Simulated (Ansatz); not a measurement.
# How Sr(111) screens a field

Wanted: the response of a Sr(111) slab to a perpendicular field.

Program: Ansatz 0.2.0. Level of theory: plane-wave DFT, LDA, Ansatz PAW. Values are calculated unless marked as measured.

**1. The starting structure**

The cell holds 9 atoms: 9 Sr. Its edges and angles: a = 4.299 Å, b = 4.299 Å, c = 46.082 Å, α = 90.0°, β = 90.0°, γ = 60.0°. Vacuum lies along c.

**2. Atoms held, field 0**

A sawtooth potential applies the field, turning back in the middle of the vacuum. With the dipole correction the typed value is the field outside the slab. The induced dipole is small, so the SCF threshold is tight.

input.yaml reads:

```yaml
crystal:
  lattice:
    - [4.2992092296, 0.0, 0.0]
    - [2.1496046148, 3.723224409, 0.0]
    - [0.0, 0.0, 46.0823170934]
  atoms:
    - { symbol: Sr, position: [0.3333333333, 0.3333333333, 0.1953026794] }
    - { symbol: Sr, position: [0.6666666667, 0.6666666667, 0.2714770095] }
    - { symbol: Sr, position: [0.0, 0.0, 0.3476513397] }
    - { symbol: Sr, position: [0.3333333333, 0.3333333333, 0.4238256698] }
    - { symbol: Sr, position: [0.6666666667, 0.6666666667, 0.5] }
    - { symbol: Sr, position: [0.0, 0.0, 0.5761743302] }
    - { symbol: Sr, position: [0.3333333333, 0.3333333333, 0.6523486603] }
    - { symbol: Sr, position: [0.6666666667, 0.6666666667, 0.7285229905] }
    - { symbol: Sr, position: [0.0, 0.0, 0.8046973206] }
kpoints:
  mp_grid: { grid: [12, 12, 1] }
hamiltonian:
  xc: lda
scf:
  occupations: { method: fermi_dirac, width: 0.1 }
  convergence: { dr2_threshold: 1.0e-10 }
efield:
  axis: 3
  dipole_correction: true
  ramp_position: 0.97
  ramp_width: 0.06
  amplitude: 0
output:
  forces: true
  write_potential: true
  write_density: true
  volumetric_format: npy
```

Started as:

```console
ansatz run input.yaml --threads 2 --pin off --max-ram 3072MiB --backend cpu --events-out ev --progress --plain --runs-dir out
```

What it wrote:

```text
Engine: ansatz 0.2.0, aarch64-unknown-linux-gnu
Pseudopotentials: kind: paw
Pseudopotential: Sr, paw, valence charge 10, recommended cutoff 420 eV (normal), Sr.paw.azcp
Functional definition: SPW92
  exchange = slater_x
  correlation = pw_c
Crystal: 9 atoms, lattice volume = 737.636 Å³
Basis set: ecut = 420 eV, 14333 PW (Γ)
Bands: 54, of which v1, the nominal top of the filled ones, is band 45 counted from 1 (44 counted from 0)
Symmetry: 6 space group operations
k-points: 19 of 144 (time reversal used)
Non-local potential: Sr, projectors of the file, l = 0: 3, l = 1: 2, l = 2: 2
PAW form: soft (Blöchl's): semilocal exchange-correlation on the pseudo side does not see the compensation charge
PAW frozen core: Sr, regenerated for the run's functional, and the local potential with it (the file was generated under x = pbe(κ = 0.804, μ = 0.219515), c = pbe(β = 0.066725))
PAW one-centre angular grid: Sr, 110 points (default); XC on 64 Gauss nodes
Initial density: superposition of atomic densities (neutral atoms: chi_scale 0, normalization atom), corrected by the library's trained network
Initial wavefunctions: pseudopotential atomic-orbital guess
Functional: x = slater, c = lda
SCF iter   1: F=—  HF=-30997.967462 eV  |F-HF|=—  |Δ(HF+E_count)|=         —  Δρ=3.55e-3  dr2=6.55e0  ethr=1.77e-3  p=0.000 e·Å  D=2.27e-14 V/Å  ΔV_dip=-0.00 eV  dr2_dipole=5.39e-9  V_vac-E_F(+/−)=2.75/2.75 eV  ⟨swp⟩=15.1  Hψ=14853  notcnv=0
efield: sawtooth ramp at fractional position 0.9700 (set: `efield.ramp_position`, or a place that a band, a saddle search or an elastic batch's reference lends), width 0.0600; the density the first Hamiltonian is built on has a dipole p = 0.000 e·Å; the dipole correction subtracts the counter field D = 2.27e-14 V/Å, which shifts the + side's vacuum level by -0.00 eV against the − side's; the planar-averaged density in the ramp window peaks in size at 2.7e-5 e/Å³
automatic band count: the SCF goes on with 63 bands, as 54 were too few: the levels above may hold too much charge
preconditioner: auto → LDOS  [metal: Δε(μ)=0.050 eV  Ē_g=2.224 eV  σ=0.100 eV  W_gap=0.13  n_scr=106 (ndim 8)  ℏωp=5.8 eV  f_vac=0.283  D(μ)=12.09/eV (n_scr^D=54)  β→1.0]
SCF iter   2: F=—  HF=-30997.888683 eV  |F-HF|=—  |Δ(HF+E_count)|=   7.88e-2  Δρ=8.07e-4  dr2=1.30e-2  ethr=1.77e-3  p=0.000 e·Å  D=1.06e-6 V/Å  ΔV_dip=-0.00 eV  dr2_dipole=7.02e-11  V_vac-E_F(+/−)=2.83/2.83 eV  ⟨swp⟩=2.2  Hψ=1411  notcnv=0
SCF iter   3: F=—  HF=-30997.889036 eV  |F-HF|=—  |Δ(HF+E_count)|=   3.53e-4  Δρ=3.77e-4  dr2=4.23e-3  ethr=1.44e-5  p=0.000 e·Å  D=1.23e-6 V/Å  ΔV_dip=-0.00 eV  dr2_dipole=6.97e-10  V_vac-E_F(+/−)=2.82/2.82 eV  ⟨swp⟩=2.3  Hψ=2090  notcnv=0
SCF iter   4: F=—  HF=-30997.888832 eV  |F-HF|=—  |Δ(HF+E_count)|=   2.03e-4  Δρ=1.38e-4  dr2=2.32e-4  ethr=4.70e-6  p=0.000 e·Å  D=7.68e-7 V/Å  ΔV_dip=-0.00 eV  dr2_dipole=4.88e-11  V_vac-E_F(+/−)=2.82/2.82 eV  ⟨swp⟩=2.3  Hψ=1785  notcnv=0
SCF iter   5: F=—  HF=-30997.888788 eV  |F-HF|=—  |Δ(HF+E_count)|=   4.43e-5  Δρ=2.57e-5  dr2=9.17e-6  ethr=2.58e-7  p=0.000 e·Å  D=3.57e-7 V/Å  ΔV_dip=-0.00 eV  dr2_dipole=5.88e-11  V_vac-E_F(+/−)=2.82/2.82 eV  ⟨swp⟩=2.1  Hψ=1976  notcnv=0
SCF iter   6: F=—  HF=-30997.888798 eV  |F-HF|=—  |Δ(HF+E_count)|=   9.93e-6  Δρ=5.66e-6  dr2=1.25e-6  ethr=1.02e-8  p=0.000 e·Å  D=9.54e-8 V/Å  ΔV_dip=-0.00 eV  dr2_dipole=1.83e-12  V_vac-E_F(+/−)=2.81/2.81 eV  ⟨swp⟩=2.9  Hψ=2021  notcnv=0
SCF iter   7: F=—  HF=-30997.888053 eV  |F-HF|=—  |Δ(HF+E_count)|=   7.45e-4  Δρ=2.55e-6  dr2=9.60e-8  ethr=1.39e-9  p=0.000 e·Å  D=2.41e-8 V/Å  ΔV_dip=-0.00 eV  dr2_dipole=2.58e-12  V_vac-E_F(+/−)=2.81/2.81 eV  ⟨swp⟩=2.3  Hψ=1905  notcnv=0
SCF iter   8: F=—  HF=-30997.888053 eV  |F-HF|=—  |Δ(HF+E_count)|=   1.34e-8  Δρ=5.98e-7  dr2=7.42e-9  ethr=1.07e-10  p=0.000 e·Å  D=5.12e-9 V/Å  ΔV_dip=-0.00 eV  dr2_dipole=1.33e-12  V_vac-E_F(+/−)=2.81/2.81 eV  ⟨swp⟩=2.7  Hψ=2382  notcnv=0
SCF iter   9: F=—  HF=-30997.888053 eV  |F-HF|=—  |Δ(HF+E_count)|=   1.08e-9  Δρ=2.67e-7  dr2=7.47e-10  ethr=8.25e-12  p=0.000 e·Å  D=3.28e-9 V/Å  ΔV_dip=-0.00 eV  dr2_dipole=9.02e-15  V_vac-E_F(+/−)=2.81/2.81 eV  ⟨swp⟩=2.4  Hψ=2154  notcnv=0
SCF iter  10: F=-30997.888053 eV  HF=-30997.888053 eV  |F-HF|=2.55e-11  |Δ(HF+E_count)|=  1.46e-11  Δρ=6.07e-8  dr2=3.92e-11  ethr=1.00e-12  p=-0.000 e·Å  D=-4.76e-10 V/Å  ΔV_dip=0.00 eV  dr2_dipole=6.08e-14  V_vac-E_F(+/−)=2.81/2.81 eV  ⟨swp⟩=18.8  Hψ=8880  notcnv=0
SCF 1 converged in 10 iterations: F = -30997.888053 eV  dr2 = 3.92e-11
  greatest PAW one-centre occupation: 0.988 electrons in one spin orbital (limit 2), on the Sr atom at site 0 (counted from 0), in its partial waves of l = 0
WARN: The output density's exchange-correlation potential varies sharply where the density is thin. Do not read a vacuum level from v_tot or v_xc, or from such a field of the output density. On a cell that repeats whose density bears no net charge and no dipole along the vacuum's axis use v_es (v_loc + v_h of the components); under efield.dipole_correction with no amplitude use v_es + v_field, which holds any externa [...]
SCF converged after 10 iterations
Free energy (F): -30997.888053 eV
Harris-Foulkes:  -30997.888053 eV  (|F-HF|=2.55e-11)
Internal energy: -30997.489477 eV  (E = F + TS)
E sigma→0 (E₀):  -30997.688765 eV
Entropy (-TS):   -0.398576 eV (-44.286 meV/atom)
Fermi energy:    2.401869 eV
Dipole field:    D = 0.000000 V/Å  (p = 0.000001 e·Å, saw-weighted, corrected)
Work function:   Φ+ = 2.8133 eV   Φ− = 2.8133 eV
Levels:          The Fermi level and band energies are counted from a zero that moves with the ramp; work functions are not
--- Per-component energies (eV) ---
  E_band       = -1470.380754
  E_kinetic    = 2169.611693
  E_local      = -42523.751265  (includes V_loc(G=0)·N_el)
  E_nonlocal   = 1863.848676
  E_hartree    = 19417.564435
  E_xc         = -1519.486553
  E_vxc        = -1423.908019  (∫ρ·V_xc dr)
  E_paw        = -23374.632217  (= ΣΔE_a)
  E_vpaw       = -391.310400  (= ΣTr[D̂ρ^β])
  E_aug_tail   = -0.000015  (compensation charges beyond the density's cutoff)
  E_efield     = 0.000000  (sawtooth field / dipole correction)
  E_vefield    = 0.000000  (∫n·V_field dr)
  E_ewald      = 12966.708550
  E_core_change = 2.647219  (= ΣΔE_core)
  E_smearing   = -0.398576  (= −TS)
  E_closure    = -0.000000  (closes the sum)
  Σ components = -30997.888053   (vs F -30997.888053, Δ=0.00e0)
--- Forces (eV/Å), atoms counted from 1 ---
  atom   1  Sr    -0.00000000     0.00000000     0.20601900
  atom   2  Sr     0.00000000     0.00000000    -0.05403138
  atom   3  Sr    -0.00000000     0.00000000     0.00076521
  atom   4  Sr     0.00000000    -0.00000000    -0.00105062
  atom   5  Sr    -0.00000000    -0.00000000     0.00000002
  atom   6  Sr    -0.00000000     0.00000000     0.00105060
  atom   7  Sr    -0.00000000     0.00000000    -0.00076522
  atom   8  Sr     0.00000000     0.00000000     0.05403141
  atom   9  Sr    -0.00000000    -0.00000000    -0.20601906
  max |Σ_I F_I| component: 4.99e-8 eV/Å
--- Band table (eV; the first three rows and the last of 19) ---
  k-point 0: bands = [... 41 lower, 0.0579, 0.4482, 0.8234, 1.1265, 2.5086, 2.5975, 2.7919, 3.0156, ... 14 higher]
  k-point 1: bands = [... 41 lower, 0.1495, 0.5401, 0.9179, 1.2270, 2.5061, 2.6100, 2.8096, 3.0316, ... 14 higher]
  k-point 2: bands = [... 41 lower, 0.4120, 0.8014, 1.1848, 1.5106, 2.4994, 2.6446, 2.8614, 3.0747, ... 14 higher]
  k-point 18: bands = [... 41 lower, 2.2909, 2.3166, 2.4167, 2.4167, 2.4896, 2.4896, 2.5060, 2.6268, ... 14 higher]
```

Wall time 77 s (2 threads of Arm Neoverse V1, shared host); peak memory 1.2 GiB.

In the SCF lines HF is the Harris–Foulkes energy and dr2 the Hartree energy of the density residual, in eV; the loop may stop once dr2 is under the threshold and the program's other checks hold. Hψ counts applications of the Hamiltonian.

Numbers from this step:

| Property | Result |
| --- | --- |
| energy at zero smearing | -30997.6888 eV |
| work function, upper face | 2.813 eV |
| dipole along the normal | 7.02e-7 e·Å |

Running mean over 3.51 Å of the planar mean; the ramp of the sawtooth is left out. The electron's electrostatic potential energy less the Fermi level by z:

z (Å), electron's electrostatic potential energy less the Fermi level (eV) and a bar from the least value:
```
        4       2.80 ##############################
        5       2.73 ##############################
        6       2.37 ############################
        7       0.28 ###################
        8      -3.47 ##
        9      -3.98 
       10      -3.83 #
       11      -3.76 #
       12      -3.75 #
       13      -3.75 #
       14      -3.76 #
       15      -3.77 #
       16      -3.76 #
       17      -3.76 #
       18      -3.76 #
       19      -3.76 #
       20      -3.76 #
       21      -3.76 #
       22      -3.76 #
       23      -3.76 #
       24      -3.76 #
       25      -3.76 #
       26      -3.76 #
       27      -3.76 #
       28      -3.76 #
       29      -3.76 #
       30      -3.76 #
       31      -3.77 #
       32      -3.76 #
       33      -3.76 #
       34      -3.75 #
       35      -3.76 #
       36      -3.82 #
       37      -3.98 
       38      -3.59 ##
       39      -0.08 #################
       40       2.30 ############################
       41       2.72 ##############################
       42       2.80 ##############################
```

Force by atom:

```csv
atom,x (eV/Å),y (eV/Å),z (eV/Å),size
Sr1,0.000,0.000,0.206,0.206
Sr2,0.000,0.000,-0.054,0.054
Sr3,0.000,0.000,0.001,0.001
Sr4,0.000,0.000,-0.001,0.001
Sr5,0.000,0.000,0.000,0.000
Sr6,0.000,0.000,0.001,0.001
Sr7,0.000,0.000,-0.001,0.001
Sr8,0.000,0.000,0.054,0.054
Sr9,0.000,0.000,-0.206,0.206
```

The work function of the upper face is 2.81 eV.

**3. Single point, field 0.03 V/Å**

input.yaml, as its differences from that of step 2:

```diff
@@ -27,3 +27,3 @@
   ramp_width: 0.06
-  amplitude: 0
+  amplitude: 0.03
 output:
```

What it wrote:

```text
[...]
Crystal: 9 atoms, lattice volume = 737.636 Å³
Basis set: ecut = 420 eV, 14333 PW (Γ)
Bands: 54, of which v1, the nominal top of the filled ones, is band 45 counted from 1 (44 counted from 0)
Symmetry: 6 space group operations
k-points: 19 of 144 (time reversal used)
[...]
k-point 0: bands = [... 41 lower, 0.0578, 0.4480, 0.8232, 1.1263, 2.5081, 2.5973, 2.7918, 3.0155, ... 14 higher]
  k-point 1: bands = [... 41 lower, 0.1494, 0.5399, 0.9178, 1.2268, 2.5058, 2.6098, 2.8095, 3.0315, ... 14 higher]
  k-point 2: bands = [... 41 lower, 0.4119, 0.8013, 1.1846, 1.5105, 2.4992, 2.6444, 2.8612, 3.0746, ... 14 higher]
  k-point 18: bands = [... 41 lower, 2.2908, 2.3164, 2.4166, 2.4166, 2.4893, 2.4895, 2.5058, 2.6266, ... 14 higher]
[key lines of the parts left out:]
SCF converged after 14 iterations
Free energy (F): -30997.889387 eV
Fermi energy:    2.401721 eV
Dipole field:    D = 0.021815 V/Å  (p = 0.088929 e·Å, saw-weighted, corrected)
```

Run time: 94 s. Hardware: 2 threads; peak memory 1.2 GiB.

The dipole is 0.0889 e·Å.

**4. Atoms held, field -0.03 V/Å**

input.yaml, as its differences from that of step 3:

```diff
@@ -27,3 +27,3 @@
   ramp_width: 0.06
-  amplitude: 0.03
+  amplitude: -0.03
 output:
```

What it wrote:

```text
[...]
Crystal: 9 atoms, lattice volume = 737.636 Å³
Basis set: ecut = 420 eV, 14333 PW (Γ)
Bands: 54, of which v1, the nominal top of the filled ones, is band 45 counted from 1 (44 counted from 0)
Symmetry: 6 space group operations
k-points: 19 of 144 (time reversal used)
[...]
k-point 0: bands = [... 41 lower, 0.0578, 0.4480, 0.8232, 1.1263, 2.5081, 2.5973, 2.7918, 3.0155, ... 14 higher]
  k-point 1: bands = [... 41 lower, 0.1494, 0.5399, 0.9178, 1.2268, 2.5057, 2.6098, 2.8095, 3.0315, ... 14 higher]
  k-point 2: bands = [... 41 lower, 0.4119, 0.8013, 1.1846, 1.5105, 2.4992, 2.6444, 2.8612, 3.0746, ... 14 higher]
  k-point 18: bands = [... 41 lower, 2.2908, 2.3164, 2.4166, 2.4166, 2.4893, 2.4895, 2.5058, 2.6266, ... 14 higher]
[key lines of the parts left out:]
SCF converged after 14 iterations
Free energy (F): -30997.889387 eV
Fermi energy:    2.401719 eV
Dipole field:    D = -0.021815 V/Å  (p = -0.088929 e·Å, saw-weighted, corrected)
```

Wall time 97 s (2 threads); peak memory 1.2 GiB; 3.2 min of CPU time.

The dipole is -0.0889 e·Å.

**5. Single point, field 0.1 V/Å**

input.yaml, as its differences from that of step 4:

```diff
@@ -27,3 +27,3 @@
   ramp_width: 0.06
-  amplitude: -0.03
+  amplitude: 0.1
 output:
```

What it wrote:

```text
[...]
Crystal: 9 atoms, lattice volume = 737.636 Å³
Basis set: ecut = 420 eV, 14333 PW (Γ)
Bands: 54, of which v1, the nominal top of the filled ones, is band 45 counted from 1 (44 counted from 0)
Symmetry: 6 space group operations
k-points: 19 of 144 (time reversal used)
[...]
k-point 0: bands = [... 41 lower, 0.0564, 0.4466, 0.8218, 1.1248, 2.5036, 2.5960, 2.7908, 3.0148, ... 14 higher]
  k-point 1: bands = [... 41 lower, 0.1480, 0.5385, 0.9163, 1.2253, 2.5024, 2.6080, 2.8082, 3.0306, ... 14 higher]
  k-point 2: bands = [... 41 lower, 0.4105, 0.7999, 1.1832, 1.5090, 2.4971, 2.6424, 2.8595, 3.0733, ... 14 higher]
  k-point 18: bands = [... 41 lower, 2.2894, 2.3149, 2.4151, 2.4152, 2.4876, 2.4883, 2.5043, 2.6250, ... 14 higher]
[key lines of the parts left out:]
SCF converged after 14 iterations
Free energy (F): -30997.902876 eV
Fermi energy:    2.400178 eV
Dipole field:    D = 0.072732 V/Å  (p = 0.296489 e·Å, saw-weighted, corrected)
```

Wall time 99 s (2 threads); peak memory 1.2 GiB; 3.3 min of CPU time.

The dipole is 0.296 e·Å.

**6. Atoms held, field -0.1 V/Å**

input.yaml, as its differences from that of step 5:

```diff
@@ -27,3 +27,3 @@
   ramp_width: 0.06
-  amplitude: 0.1
+  amplitude: -0.1
 output:
```

What it wrote:

```text
[...]
Crystal: 9 atoms, lattice volume = 737.636 Å³
Basis set: ecut = 420 eV, 14333 PW (Γ)
Bands: 54, of which v1, the nominal top of the filled ones, is band 45 counted from 1 (44 counted from 0)
Symmetry: 6 space group operations
k-points: 19 of 144 (time reversal used)
[...]
k-point 0: bands = [... 41 lower, 0.0564, 0.4466, 0.8218, 1.1248, 2.5036, 2.5960, 2.7908, 3.0148, ... 14 higher]
  k-point 1: bands = [... 41 lower, 0.1480, 0.5385, 0.9163, 1.2253, 2.5024, 2.6080, 2.8082, 3.0306, ... 14 higher]
  k-point 2: bands = [... 41 lower, 0.4105, 0.7999, 1.1832, 1.5090, 2.4971, 2.6424, 2.8595, 3.0733, ... 14 higher]
  k-point 18: bands = [... 41 lower, 2.2894, 2.3149, 2.4151, 2.4152, 2.4876, 2.4883, 2.5043, 2.6250, ... 14 higher]
[key lines of the parts left out:]
SCF converged after 14 iterations
Free energy (F): -30997.902876 eV
Fermi energy:    2.400178 eV
Dipole field:    D = -0.072732 V/Å  (p = -0.296488 e·Å, saw-weighted, corrected)
```

The job ended after 98 s (2 threads; peak memory 1.2 GiB).

The dipole is -0.296 e·Å.

**7. Single point, field 0.15 V/Å**

input.yaml, as its differences from that of step 6:

```diff
@@ -27,3 +27,3 @@
   ramp_width: 0.06
-  amplitude: -0.1
+  amplitude: 0.15
 output:
@@ -33 +33,2 @@
   volumetric_format: npy
+  elf: true
```

What it wrote:

```text
[...]
Crystal: 9 atoms, lattice volume = 737.636 Å³
Basis set: ecut = 420 eV, 14333 PW (Γ)
Bands: 54, of which v1, the nominal top of the filled ones, is band 45 counted from 1 (44 counted from 0)
Symmetry: 6 space group operations
k-points: 19 of 144 (time reversal used)
[...]
k-point 0: bands = [... 41 lower, 0.0544, 0.4447, 0.8198, 1.1228, 2.4975, 2.5941, 2.7894, 3.0137, ... 14 higher]
  k-point 1: bands = [... 41 lower, 0.1460, 0.5366, 0.9143, 1.2232, 2.4977, 2.6054, 2.8064, 3.0293, ... 14 higher]
  k-point 2: bands = [... 41 lower, 0.4085, 0.7979, 1.1812, 1.5069, 2.4942, 2.6397, 2.8571, 3.0714, ... 14 higher]
  k-point 18: bands = [... 41 lower, 2.2873, 2.3129, 2.4130, 2.4131, 2.4854, 2.4864, 2.5022, 2.6229, ... 14 higher]
[key lines of the parts left out:]
SCF converged after 15 iterations
Free energy (F): -30997.921409 eV
Fermi energy:    2.398036 eV
Dipole field:    D = 0.109132 V/Å  (p = 0.444870 e·Å, saw-weighted, corrected)
```

The job ended after 1.7 min (2 threads; peak memory 1.2 GiB; 3.3 min of CPU time).

Running mean over 3.51 Å of the planar mean, with the applied field; the ramp of the sawtooth is left out. Table of electron's electrostatic potential energy less the Fermi level by z:

z (Å), electron's electrostatic potential energy less the Fermi level (eV) and a bar from the least value:
```
        4       2.47 ###########################
        5       2.54 ###########################
        6       2.28 ##########################
        7       0.26 ##################
        8      -3.46 ##
        9      -3.98 
       10      -3.83 #
       11      -3.76 #
       12      -3.75 #
       13      -3.75 #
       14      -3.76 #
       15      -3.77 #
       16      -3.76 #
       17      -3.76 #
       18      -3.76 #
       19      -3.76 #
       20      -3.76 #
       21      -3.76 #
       22      -3.76 #
       23      -3.76 #
       24      -3.76 #
       25      -3.76 #
       26      -3.76 #
       27      -3.76 #
       28      -3.76 #
       29      -3.76 #
       30      -3.76 #
       31      -3.77 #
       32      -3.76 #
       33      -3.76 #
       34      -3.75 #
       35      -3.76 #
       36      -3.82 #
       37      -3.99 
       38      -3.59 ##
       39      -0.06 #################
       40       2.40 ###########################
       41       2.93 #############################
       42       3.15 ##############################
```

The dipole is 0.445 e·Å.

[end of part 1 of 2]

[Long decimals in the printed logs are rounded to 6 places.]

[Logs are printed without paths, hosts, clocks, repeated set-up lines and the standing remarks that a program may print on its own settings, such as how far it seeks lower states.]

[Hosts, paths, dates, database ids (printed as entryN), source tags and the programs' standing remarks are cut or masked in the printed files.]

[Maps of the electrostatic potential energy from Ansatz leave out the sawtooth potential of an applied field or a dipole correction, so their vacuum need not be flat; planar profiles and work functions include it.]
